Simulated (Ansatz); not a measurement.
# NbIn2 (built on the sites of a database entry of NbB2): phonons and vibrational spectra, part 2 of 2

Wanted: phonon frequencies of NbIn2 (built on the sites of a database entry of NbB2) and what follows from them.

Ansatz 0.2.0; DFT PBEsol, scalar-relativistic, plane waves, PAW.

So far. Step 4 (Tight relaxation): The forces vanish by symmetry and the pressure is 0.004 GPa, within the tolerances set. The cell now holds 20.00 Å³/atom. Step 5 (Modes at Γ): Before it was imposed, the acoustic sum rule was missed by 1.1e-4 eV/Å². Small misses are needed for a sound result but don't prove that mesh and cutoff are converged. The lowest optical mode is real, 42.0 cm⁻¹. The relaxed cell has a = 4.891, c = 2.896 Å (conventional setting).

The structure was built from a prototype and need not be the compound's stable phase.

## (6) Phonons on a q mesh

Stability and thermal properties need the whole zone. Linear response on a 3×3×4 q mesh gives force constants as far as a supercell of that size would.

input.yaml

```yaml
crystal:
  lattice:
    - [4.8907978244, -3.9047e-06, 0.0]
    - [-2.4453955306, 4.235557113, 0.0]
    - [0.0, 0.0, 2.8959646942]
  atoms:
    - { symbol: Nb, position: [0.0, 0.0, 0.0] }
    - { symbol: In, position: [0.3333333333, 0.6666666667, 0.5] }
    - { symbol: In, position: [0.6666666667, 0.3333333333, 0.5] }
kpoints:
  mp_grid: { grid: [12, 12, 16] }
hamiltonian:
  xc: pbesol
scf:
  occupations: { method: methfessel_paxton, width: 0.2 }
output:
  eigenvalues: true
phonons:
  method: dfpt
  qmesh: [3, 3, 4]
  temperatures: { t_max: 1000, t_step: 50 }
  qpath:
    path:
      - [[0.0, 0.0, 0.0], [0.5, 0.0, 0.0], [0.33333333, 0.33333333, 0.0], [0.0, 0.0, 0.0], [0.0, 0.0, 0.5], [0.5, 0.0, 0.5], [0.33333333, 0.33333333, 0.5], [0.0, 0.0, 0.5]]
      - [[0.5, 0.0, 0.5], [0.5, 0.0, 0.0]]
      - [[0.33333333, 0.33333333, 0.5], [0.33333333, 0.33333333, 0.0]]
    npoints: 10
```

Launch:

```bash
$ ansatz run input.yaml --threads 8 --pin off --max-ram 14336MiB --backend cpu --events-out ev --progress --plain --runs-dir out
```

Numbers of over 12 decimals in the logs are rounded to 6 here.

The log of the run:

```text
[...]
Crystal: 3 atoms, lattice volume = 59.991 Å³
Basis set: ecut = 420 eV, 1143 PW (Γ), exchange–correlation on 72×72×40 points (8 copies of the dense FFT grid, shifted against one another)
Bands: 24, of which v1, the nominal top of the filled ones, is band 20 counted from 1 (19 counted from 0)
Symmetry: 24 space group operations
k-points: 171 of 2304
[...]
SCF iter   1: F=—  HF=-15545.706167 eV  |F-HF|=—  |Δ(HF+E_count)|=         —  Δρ=6.97e-3  dr2=2.76e-2  ethr=1.77e-3  ⟨swp⟩=5.5  Hψ=18491  notcnv=0
[...]
SCF iter   8: F=-15545.696136 eV  HF=-15545.696136 eV  |F-HF|=3.64e-12  |Δ(HF+E_count)|=  1.27e-11  S|Δr|=    0.00e0  Δρ=4.38e-8  dr2=4.10e-13  ethr=1.00e-12  ⟨swp⟩=5.3  Hψ=16921  notcnv=0
SCF 1 converged in 8 iterations: F = -15545.696136 eV  dr2 = 4.10e-13
[...]
phonons: the bands overlap, so this run is a metal and interpolates without the dipole-dipole term. If the crystal is really an insulator or semiconductor, its LO-TO splitting is missing
NSCF: frozen V_eff on 171 k-points
[...]
DFPT response loops at q = (0, 0, 0) (fractional): preconditioner auto → Kerker (q_TF=auto, 2.539 Å⁻¹) (partly filled bands, converged f_vac=0.000); β = 1.00, the filter's whole step (`scf.mixing.beta` (0.50) is not read by the response loops under this deck's `scf.mixing.preconditioner`; to damp them name `kerker` or `kerker_dos`, under which they read `scf.mixing.beta`, and type it under 1.00, their step now; both keys bind the ground state too); Broyden in place of MSR1
[...]
SCF converged after 8 iterations
[...]
Free energy (F): -15545.696136 eV
[...]
Internal energy: -15545.701043 eV  (E = F + TS)
E sigma→0 (E₀):  -15545.697363 eV
Entropy (-TS):   0.004907 eV (1.636 meV/atom)
Fermi energy:    14.754546 eV
[...]
--- Band table (eV; the first three rows and the last of 171) ---
  k-point 0: bands = [... 16 lower, 11.4284, 12.6712, 12.7232, 16.0123, 16.0123, 17.2102, 17.2102, 19.0185]
  k-point 1: bands = [... 16 lower, 11.5094, 12.7283, 12.8606, 15.7415, 15.7415, 17.4721, 17.4721, 18.9999]
  k-point 2: bands = [... 16 lower, 11.7487, 12.9019, 13.2473, 15.2159, 15.2159, 17.9900, 17.9900, 18.9336]
  k-point 170: bands = [... 16 lower, 12.1963, 12.1963, 13.6606, 15.3884, 16.2145, 16.2145, 16.3469, 16.3469]
--- Phonons (Γ-DFPT): 4 representative perturbations + reference (Σ response iterations 12) ---
  ASR residual: 2.854e-5 → 0.000e0 eV/Å²; symmetrization residual: 3.139e-5 eV/Å²
  ASR residual per site (eV/Å²): 2.85e-5 2.17e-5 2.17e-5
  Γ frequencies (cm⁻¹): 0.00 0.00 0.00 42.03 106.70 110.67 110.67 172.75 172.75
--- Phonons (arbitrary-q DFPT): 9 irreducible q on the 3×3×4 mesh ---
  q = [0.0000, 0.0000, 0.0000] (star 1, of the zone-centre solve; hermiticity 8.91e-6, symmetrization 1.92e-6): -0.00 -0.00 0.00 42.03 106.70 110.67 110.67 172.75 172.75
  q = [0.0000, 0.0000, 0.2500] (star 2, 4 solved perturbations in 2976 linear systems a pass and spin channel, the states on 1184 of 2304 k-point pairs; hermiticity 7.28e-6, symmetrization 1.91e-6): 58.57 58.57 110.97 121.89 121.89 129.06 155.75 165.80 165.80
[...]
sum rule: each row above includes the acoustic sum rule's correction from the zone centre's row sums; it moved no ω² by more than (0.29 cm⁻¹)²
  mesh force constants: q→R imaginary residual 0.00e0; ASR residual 2.854e-5 → 0.000e0 eV/Å²; symmetrization residual 8.882e-15 eV/Å²
  interpolated dispersion: 93 rows × 9 modes
  density of states and harmonic sums: on the 15×15×24 q-mesh, interpolated from the force constants of a 3×3×4 supercell (no non-analytic term)
  largest difference from the sums on the solved wave vectors: F 1.69e-2 eV, S 2.40e-5 and C_V 7.13e-6 eV/K
  zero-point energy: 0.067467 eV/cell   skipped modes (ω ≤ 0): 3   left out of the sums: 6.17e-5 of the cell's modes: C_V's classical limit lies that fraction below 3 k_B per atom; for a crystal, a wire or a layer, F and S can be off by more, and a phonons.interpolated_qmesh denser along its periods is the remedy for the sampling
```

Run time: 12 min. Hardware: 8 threads of Arm Neoverse V2, shared host; peak memory 8.2 GiB; 1.6 h of CPU time.

This step gave:

* sum-rule residual before enforcement: 2.85e-5 eV/Å²
* lowest frequency on the path: 0 cm⁻¹
* highest frequency on the path or at a solved wavevector: 195.9 cm⁻¹
* mean frequency: 120.9 cm⁻¹
* Debye temperature (second moment): 239 K
* logarithmic mean frequency: 110.4 cm⁻¹
* lowest mode on the q mesh (acoustic modes at Γ apart): 18.74 cm⁻¹
* zero-point energy per atom: 22.49 meV
* heat capacity at 300 K: 24.17 J/(mol atoms K)
* vibrational entropy at 300 K: 41.19 J/(mol atoms K)

Frequencies (cm⁻¹) solved at each irreducible wavevector; negative means imaginary. Frequencies by wavevector, by row:

| q in reciprocal lattice units | star | mode 1 | mode 2 | mode 3 | mode 4 | mode 5 | mode 6 | mode 7 | mode 8 | mode 9 |
| --- | --- | --- | --- | --- | --- | --- | --- | --- | --- | --- |
| 0 0 0 | 1 | 0 | 0 | 0 | 42 | 106.7 | 110.7 | 110.7 | 172.8 | 172.8 |
| 0 0 0.25 | 2 | 58.6 | 58.6 | 111 | 121.9 | 121.9 | 129.1 | 155.8 | 165.8 | 165.8 |
| 0 0 -0.5 | 1 | 70.1 | 70.1 | 119.6 | 154.8 | 157 | 157 | 164.6 | 164.6 | 180.8 |
| 0 0.3333 0 | 6 | 40.4 | 43.6 | 51.3 | 80.2 | 95.5 | 109.4 | 112.9 | 167.7 | 183.2 |
| 0 0.3333 0.25 | 12 | 51.2 | 88.4 | 96.4 | 110 | 119.7 | 147.4 | 149.8 | 170.1 | 177.1 |
| 0 0.3333 -0.5 | 6 | 50.1 | 87.8 | 132.1 | 132.2 | 139.8 | 163.3 | 164.2 | 171 | 191.9 |
| 0.3333 0.3333 0 | 2 | 18.7 | 51.4 | 51.4 | 107.9 | 112.8 | 112.8 | 148.3 | 148.3 | 177.1 |
| 0.3333 0.3333 0.25 | 4 | 30.7 | 107.9 | 107.9 | 125.8 | 125.8 | 147.7 | 152.4 | 152.4 | 182.9 |
| 0.3333 0.3333 -0.5 | 2 | 36.2 | 128 | 128 | 128.9 | 132.9 | 132.9 | 184.1 | 184.1 | 186.9 |

Interpolated from a 3×3×4 q mesh. The phonon branches at the labelled points (cm⁻¹):

| point | branch 1 | branch 2 | branch 3 | branch 4 | branch 5 | branch 6 | branch 7 | branch 8 | branch 9 |
| --- | --- | --- | --- | --- | --- | --- | --- | --- | --- |
| Γ | 0 | 0 | 0 | 42 | 107 | 111 | 111 | 173 | 173 |
| halfway | 29 | 41 | 46 | 78 | 89 | 108 | 109 | 171 | 180 |
| M | 44 | 56 | 56 | 68 | 101 | 110 | 132 | 161 | 186 |
| halfway | 38 | 47 | 55 | 89 | 109 | 113 | 135 | 158 | 182 |
| K | 19 | 51 | 51 | 108 | 113 | 113 | 148 | 148 | 177 |
| halfway | 34 | 45 | 46 | 87 | 90 | 109 | 110 | 169 | 181 |
| Γ | 0 | 0 | 0 | 42 | 107 | 111 | 111 | 173 | 173 |
| halfway | 59 | 59 | 111 | 122 | 122 | 129 | 156 | 166 | 166 |
| A | 70 | 70 | 120 | 155 | 157 | 157 | 165 | 165 | 181 |
| halfway | 57 | 78 | 133 | 140 | 144 | 161 | 162 | 169 | 188 |
| L | 43 | 104 | 122 | 126 | 136 | 166 | 167 | 173 | 196 |
| halfway | 40 | 112 | 124 | 129 | 136 | 150 | 172 | 183 | 193 |
| H | 36 | 128 | 128 | 129 | 133 | 133 | 184 | 184 | 187 |
| halfway | 53 | 83 | 135 | 135 | 143 | 157 | 164 | 174 | 189 |
| A | 70 | 70 | 120 | 155 | 157 | 157 | 165 | 165 | 181 |
| jump to L | 43 | 104 | 122 | 126 | 136 | 166 | 167 | 173 | 196 |
| halfway | 49 | 91 | 101 | 110 | 121 | 142 | 156 | 170 | 180 |
| M | 44 | 56 | 56 | 68 | 101 | 110 | 132 | 161 | 186 |
| jump to H | 36 | 128 | 128 | 129 | 133 | 133 | 184 | 184 | 187 |
| halfway | 31 | 108 | 108 | 126 | 126 | 148 | 152 | 152 | 183 |
| K | 19 | 51 | 51 | 108 | 113 | 113 | 148 | 148 | 177 |

The phonon branches as a text plot (rows in cm⁻¹):

```
    192 |                          ******  **    *
    184 |   *****  ***          ***     **** **** * **********
    175 |***     **   ****     *     ****  **    ***      *   ***
    167 |   **      **    **************    ***********    *
    159 |     ***  *        **  *****  *     ****   *  **
    151 |        **        *   ****        ** *** *         *****
    143 |        **          **    **   *   ***    ***     * *
    135 |     ***  *         ***   ***********   **   ******  *
    127 |    *            * **    *  ***** *  *  ***     ** *  *
    118 |       ****       **   **      * *    **  **      * **
    110 |********************          *          * *  **   *  **
    102 | *  ***   ** **              *    *     ********    *
     94 |  **   *    *     *         *      *       **
     86 |   *       **              *                **       *
     78 |    *                     *         *        *
     69 |     **              *****           ***      **      *
     61 |  *              * **    *          **        *        *
     53 |   ********* *    *       **               *****
     45 |********  *******           ***   **    ***    *
     37 |  **       ** *                ***              ***
     29 | *     *  *  *  **                                 ***
     20 |* *     **   **                                       **
     12 |**            * *
      4 |*              *
         Γ    M  K      Γ       A     L  H     A|L     M|H      K
```

Tetrahedra on a 15×15×24 mesh, mean over bins of 2 cm-1. Interpolated from a 3×3×4 q mesh. Phonon density of states against wavenumber; read off at these points:

| wavenumber (cm⁻¹) | phonon density of states (1/cm⁻¹/cell) |
| --- | --- |
| 1.0 | 1.0e-5 |
| 7.0 | 2.0e-4 |
| 15.0 | 0.0013 |
| 21.0 | 0.00299 |
| 29.0 | 0.00941 |
| 35.0 | 0.0218 |
| 41.0 | 0.0452 |
| 49.0 | 0.0631 |
| 55.0 | 0.0378 |
| 61.0 | 0.0274 |
| 69.0 | 0.0238 |
| 75.0 | 0.0294 |
| 83.0 | 0.0388 |
| 89.0 | 0.0398 |
| 95.0 | 0.0458 |
| 103.0 | 0.0672 |
| 109.0 | 0.102 |
| 115.0 | 0.0780 |
| 123.0 | 0.0579 |
| 129.0 | 0.0802 |
| 133.0 | 0.0938 |
| 137.0 | 0.0626 |
| 143.0 | 0.0602 |
| 149.0 | 0.0548 |
| 151.0 | 0.0667 |
| 157.0 | 0.0486 |
| 163.0 | 0.117 |
| 169.0 | 0.0861 |
| 177.0 | 0.0606 |
| 181.0 | 0.138 |
| 183.0 | 0.0826 |
| 191.0 | 0.0165 |
| 197.0 | 0 |

The partial phonon density of states has structure finer than the step of the table below, so its rows give means over 5 cm⁻¹, whole bins alone (the curve runs from -10 to 211 cm⁻¹). Peaks (cm⁻¹: height): In 48.4: 0.0563, 70.6: 0.0326, 102.6: 0.0482, 134.6: 0.0333, 165.1: 0.0897, 180.4: 0.0871; Nb 112.3: 0.0511, 126.2: 0.0536, 181.8: 0.0165.

Phonopy on the run's constants, 13x13x19 mesh, Gaussian sigma 2.0 cm-1. Interpolated from a 3×3×4 q mesh. The partial phonon density of states by wavenumber; means over each step; values in 1/cm⁻¹/cell:

| wavenumber (cm⁻¹) | In | Nb |
| --- | --- | --- |
| -5 | 1.5e-5 | 5.8e-6 |
| 0 | 1.0e-4 | 4.3e-5 |
| 5 | 1.3e-4 | 6.0e-5 |
| 10 | 3.0e-4 | 1.3e-4 |
| 15 | 0.00123 | 4.9e-4 |
| 20 | 0.00241 | 6.4e-4 |
| 25 | 0.00488 | 0.00108 |
| 30 | 0.0110 | 0.00148 |
| 35 | 0.0208 | 0.00214 |
| 40 | 0.0432 | 0.00281 |
| 45 | 0.0518 | 0.00297 |
| 50 | 0.0541 | 0.00256 |
| 55 | 0.0379 | 0.00181 |
| 60 | 0.0242 | 0.00127 |
| 65 | 0.0213 | 0.00169 |
| 70 | 0.0305 | 0.00377 |
| 75 | 0.0216 | 0.00689 |
| 80 | 0.0176 | 0.00937 |
| 85 | 0.0283 | 0.0162 |
| 90 | 0.0297 | 0.0163 |
| 95 | 0.0243 | 0.0168 |
| 100 | 0.0390 | 0.0180 |
| 105 | 0.0428 | 0.0247 |
| 110 | 0.0450 | 0.0461 |
| 115 | 0.0296 | 0.0422 |
| 120 | 0.0224 | 0.0324 |
| 125 | 0.0251 | 0.0476 |
| 130 | 0.0261 | 0.0483 |
| 135 | 0.0315 | 0.0466 |
| 140 | 0.0248 | 0.0384 |
| 145 | 0.0226 | 0.0312 |
| 150 | 0.0262 | 0.0305 |
| 155 | 0.0335 | 0.0180 |
| 160 | 0.0562 | 0.0131 |
| 165 | 0.0867 | 0.0163 |
| 170 | 0.0690 | 0.0128 |
| 175 | 0.0543 | 0.00876 |
| 180 | 0.0787 | 0.0146 |
| 185 | 0.0450 | 0.0120 |
| 190 | 0.0122 | 0.00713 |
| 195 | 0.00314 | 0.00242 |
| 200 | 1.6e-4 | 1.3e-4 |
| 205 | 2.0e-7 | 2.0e-7 |

Harmonic thermodynamic functions per atom, from the density of states. Interpolated from a 3×3×4 q mesh. Thermodynamic functions, by row:

| T (K) | F_vib (meV/atom) | S (J/mol-atom/K) | C_V (J/mol-atom/K) |
| --- | --- | --- | --- |
| 0 | 22.49 | 0 | 0 |
| 50 | 21.46 | 6.046 | 10.71 |
| 100 | 15.53 | 16.6 | 19.19 |
| 200 | -10.07 | 31.55 | 23.26 |
| 300 | -48.07 | 41.19 | 24.17 |
| 400 | -94.55 | 48.19 | 24.5 |
| 500 | -147.4 | 53.68 | 24.66 |
| 600 | -205.5 | 58.18 | 24.75 |
| 700 | -267.8 | 62 | 24.8 |
| 800 | -333.8 | 65.32 | 24.83 |
| 900 | -403.1 | 68.24 | 24.85 |
| 1000 | -475.2 | 70.86 | 24.87 |

Harmonic mean-square displacement, third of the trace. Interpolated from a 3×3×4 q mesh. Mean square displacements, by row:

| T (K) | Nb1 U_eq (Å²) | In2 U_eq (Å²) | In3 U_eq (Å²) |
| --- | --- | --- | --- |
| 0 | 0.00157 | 0.00163 | 0.00163 |
| 100 | 0.00278 | 0.00395 | 0.00395 |
| 300 | 0.00724 | 0.01095 | 0.01095 |
| 600 | 0.01426 | 0.02173 | 0.02173 |

Symmetry leaves 9 wavevectors to solve. The lowest mode among them, the acoustic zeros apart, lies at q = (0.333, 0.333, 0) and is real, 18.7 cm⁻¹.

## (7) Isotope substitution

An isotope changes the mass and not the force constants, so no new electronic calculation is needed; the shifts show which modes move this element.

The same force constants with the mass of In changed from 114.818 to 112.904 u (phonopy, no LO-TO term). Both lists are sorted by frequency; levels can cross, so a row need not hold one and the same mode. Modes under 3 cm⁻¹ are left out. Isotope shifts, by row:

| q | rank | natural mass (cm⁻¹) | changed mass (cm⁻¹) |
| --- | --- | --- | --- |
| 0 0 0 | 4 | 42.03 | 42.39 |
| 0 0 0 | 5 | 106.7 | 107 |
| 0 0 0 | 6 | 110.7 | 110.9 |
| 0 0 0 | 7 | 110.7 | 110.9 |
| 0 0 0 | 8 | 172.8 | 174.2 |
| 0 0 0 | 9 | 172.8 | 174.2 |
| 0 0 0.25 | 1 | 58.57 | 59.02 |
| 0 0 0.25 | 2 | 58.57 | 59.02 |
| 0 0 0.25 | 3 | 111 | 111.9 |
| 0 0 0.25 | 4 | 121.9 | 122 |
| 0 0 0.25 | 5 | 121.9 | 122 |
| 0 0 0.25 | 6 | 129.1 | 129.8 |
| 0 0 0.25 | 7 | 155.8 | 156.2 |
| 0 0 0.25 | 8 | 165.8 | 167.2 |
| 0 0 0.25 | 9 | 165.8 | 167.2 |
| 0 0 -0.5 | 1 | 70.08 | 70.67 |
| 0 0 -0.5 | 2 | 70.08 | 70.67 |
| 0 0 -0.5 | 3 | 119.6 | 119.6 |
| 0 0 -0.5 | 4 | 154.8 | 156.1 |
| 0 0 -0.5 | 5 | 157 | 157 |
| 0 0 -0.5 | 6 | 157 | 157 |
| 0 0 -0.5 | 7 | 164.6 | 166 |
| 0 0 -0.5 | 8 | 164.6 | 166 |
| 0 0 -0.5 | 9 | 180.8 | 182.4 |
| 0 0.3333 0 | 1 | 40.38 | 40.61 |
| 0 0.3333 0 | 2 | 43.6 | 43.95 |
| 0 0.3333 0 | 3 | 51.31 | 51.72 |
| 0 0.3333 0 | 4 | 80.18 | 80.46 |
| 0 0.3333 0 | 5 | 95.45 | 96.23 |
| 0 0.3333 0 | 6 | 109.4 | 109.5 |
| 0 0.3333 0 | 7 | 112.9 | 113 |
| 0 0.3333 0 | 8 | 167.7 | 169 |
| 0 0.3333 0 | 9 | 183.2 | 184.6 |

A mode of this element alone would shift by +0.84 %. The highest zone-centre frequency without the field goes from 172.8 to 174.2 cm⁻¹ (+0.8 %). The product of the frequency ratios over all optical modes at Γ is 1.033; the product rule, (m/m′)^(3k/2) (M′/M)^(3/2) with k = 2 such atoms and M the mass of the cell, gives 1.033.

## (8) Outcome

```
space group after relaxation (within 0.01 Å)            : P6/mmm
volume per atom                                         : 20.0 Å³
electronic character                                    : no gap on this mesh
highest optical mode at the zone centre (no LO-TO term) : 173 cm⁻¹
lowest optical zone-centre mode                         : 42.0 cm⁻¹
lowest mode on the q mesh (acoustic modes at Γ apart)   : 18.7 cm⁻¹
highest frequency on the path or at a solved wavevector : 196 cm⁻¹
zero-point energy per atom                              : 22.5 meV
heat capacity at 300 K                                  : 24.2 J/(mol atoms K)
vibrational entropy at 300 K                            : 41.2 J/(mol atoms K)
Debye temperature (second moment)                       : 239 K
imaginary modes on the 3×3×4 q mesh                     : none
```

The structure is a minimum as far as tested: no mode is imaginary at the 9 irreducible wavevectors of the 3×3×4 mesh, and the softest away from the acoustic zeros lies at 19 cm⁻¹. The optical modes at Γ span 42 to 173 cm⁻¹. The highest mode in this list at Γ, 172.8 cm⁻¹, is mostly motion of In (100 % of the kinetic energy). With no gap, or one that is small against the smearing, the frequencies hang on the k mesh and the smearing, most of all near Kohn anomalies. The phonon runs are without spin polarisation, although the cell has an odd electron count. A phonon run warned that its eigensolver left some bands unconverged in a pass. The starting cell was built on a prototype and not taken from a measurement, so the phase need not exist. These are harmonic frequencies at zero temperature: anharmonic shifts, linewidths and thermal expansion are left out.

[Logs are printed without paths, hosts, clocks, repeated set-up lines and the standing remarks that a program may print on its own settings, such as how far it seeks lower states.]

[Hosts, paths, dates, database ids (printed as entryN), source tags and the programs' standing remarks are cut or masked in the printed files.]
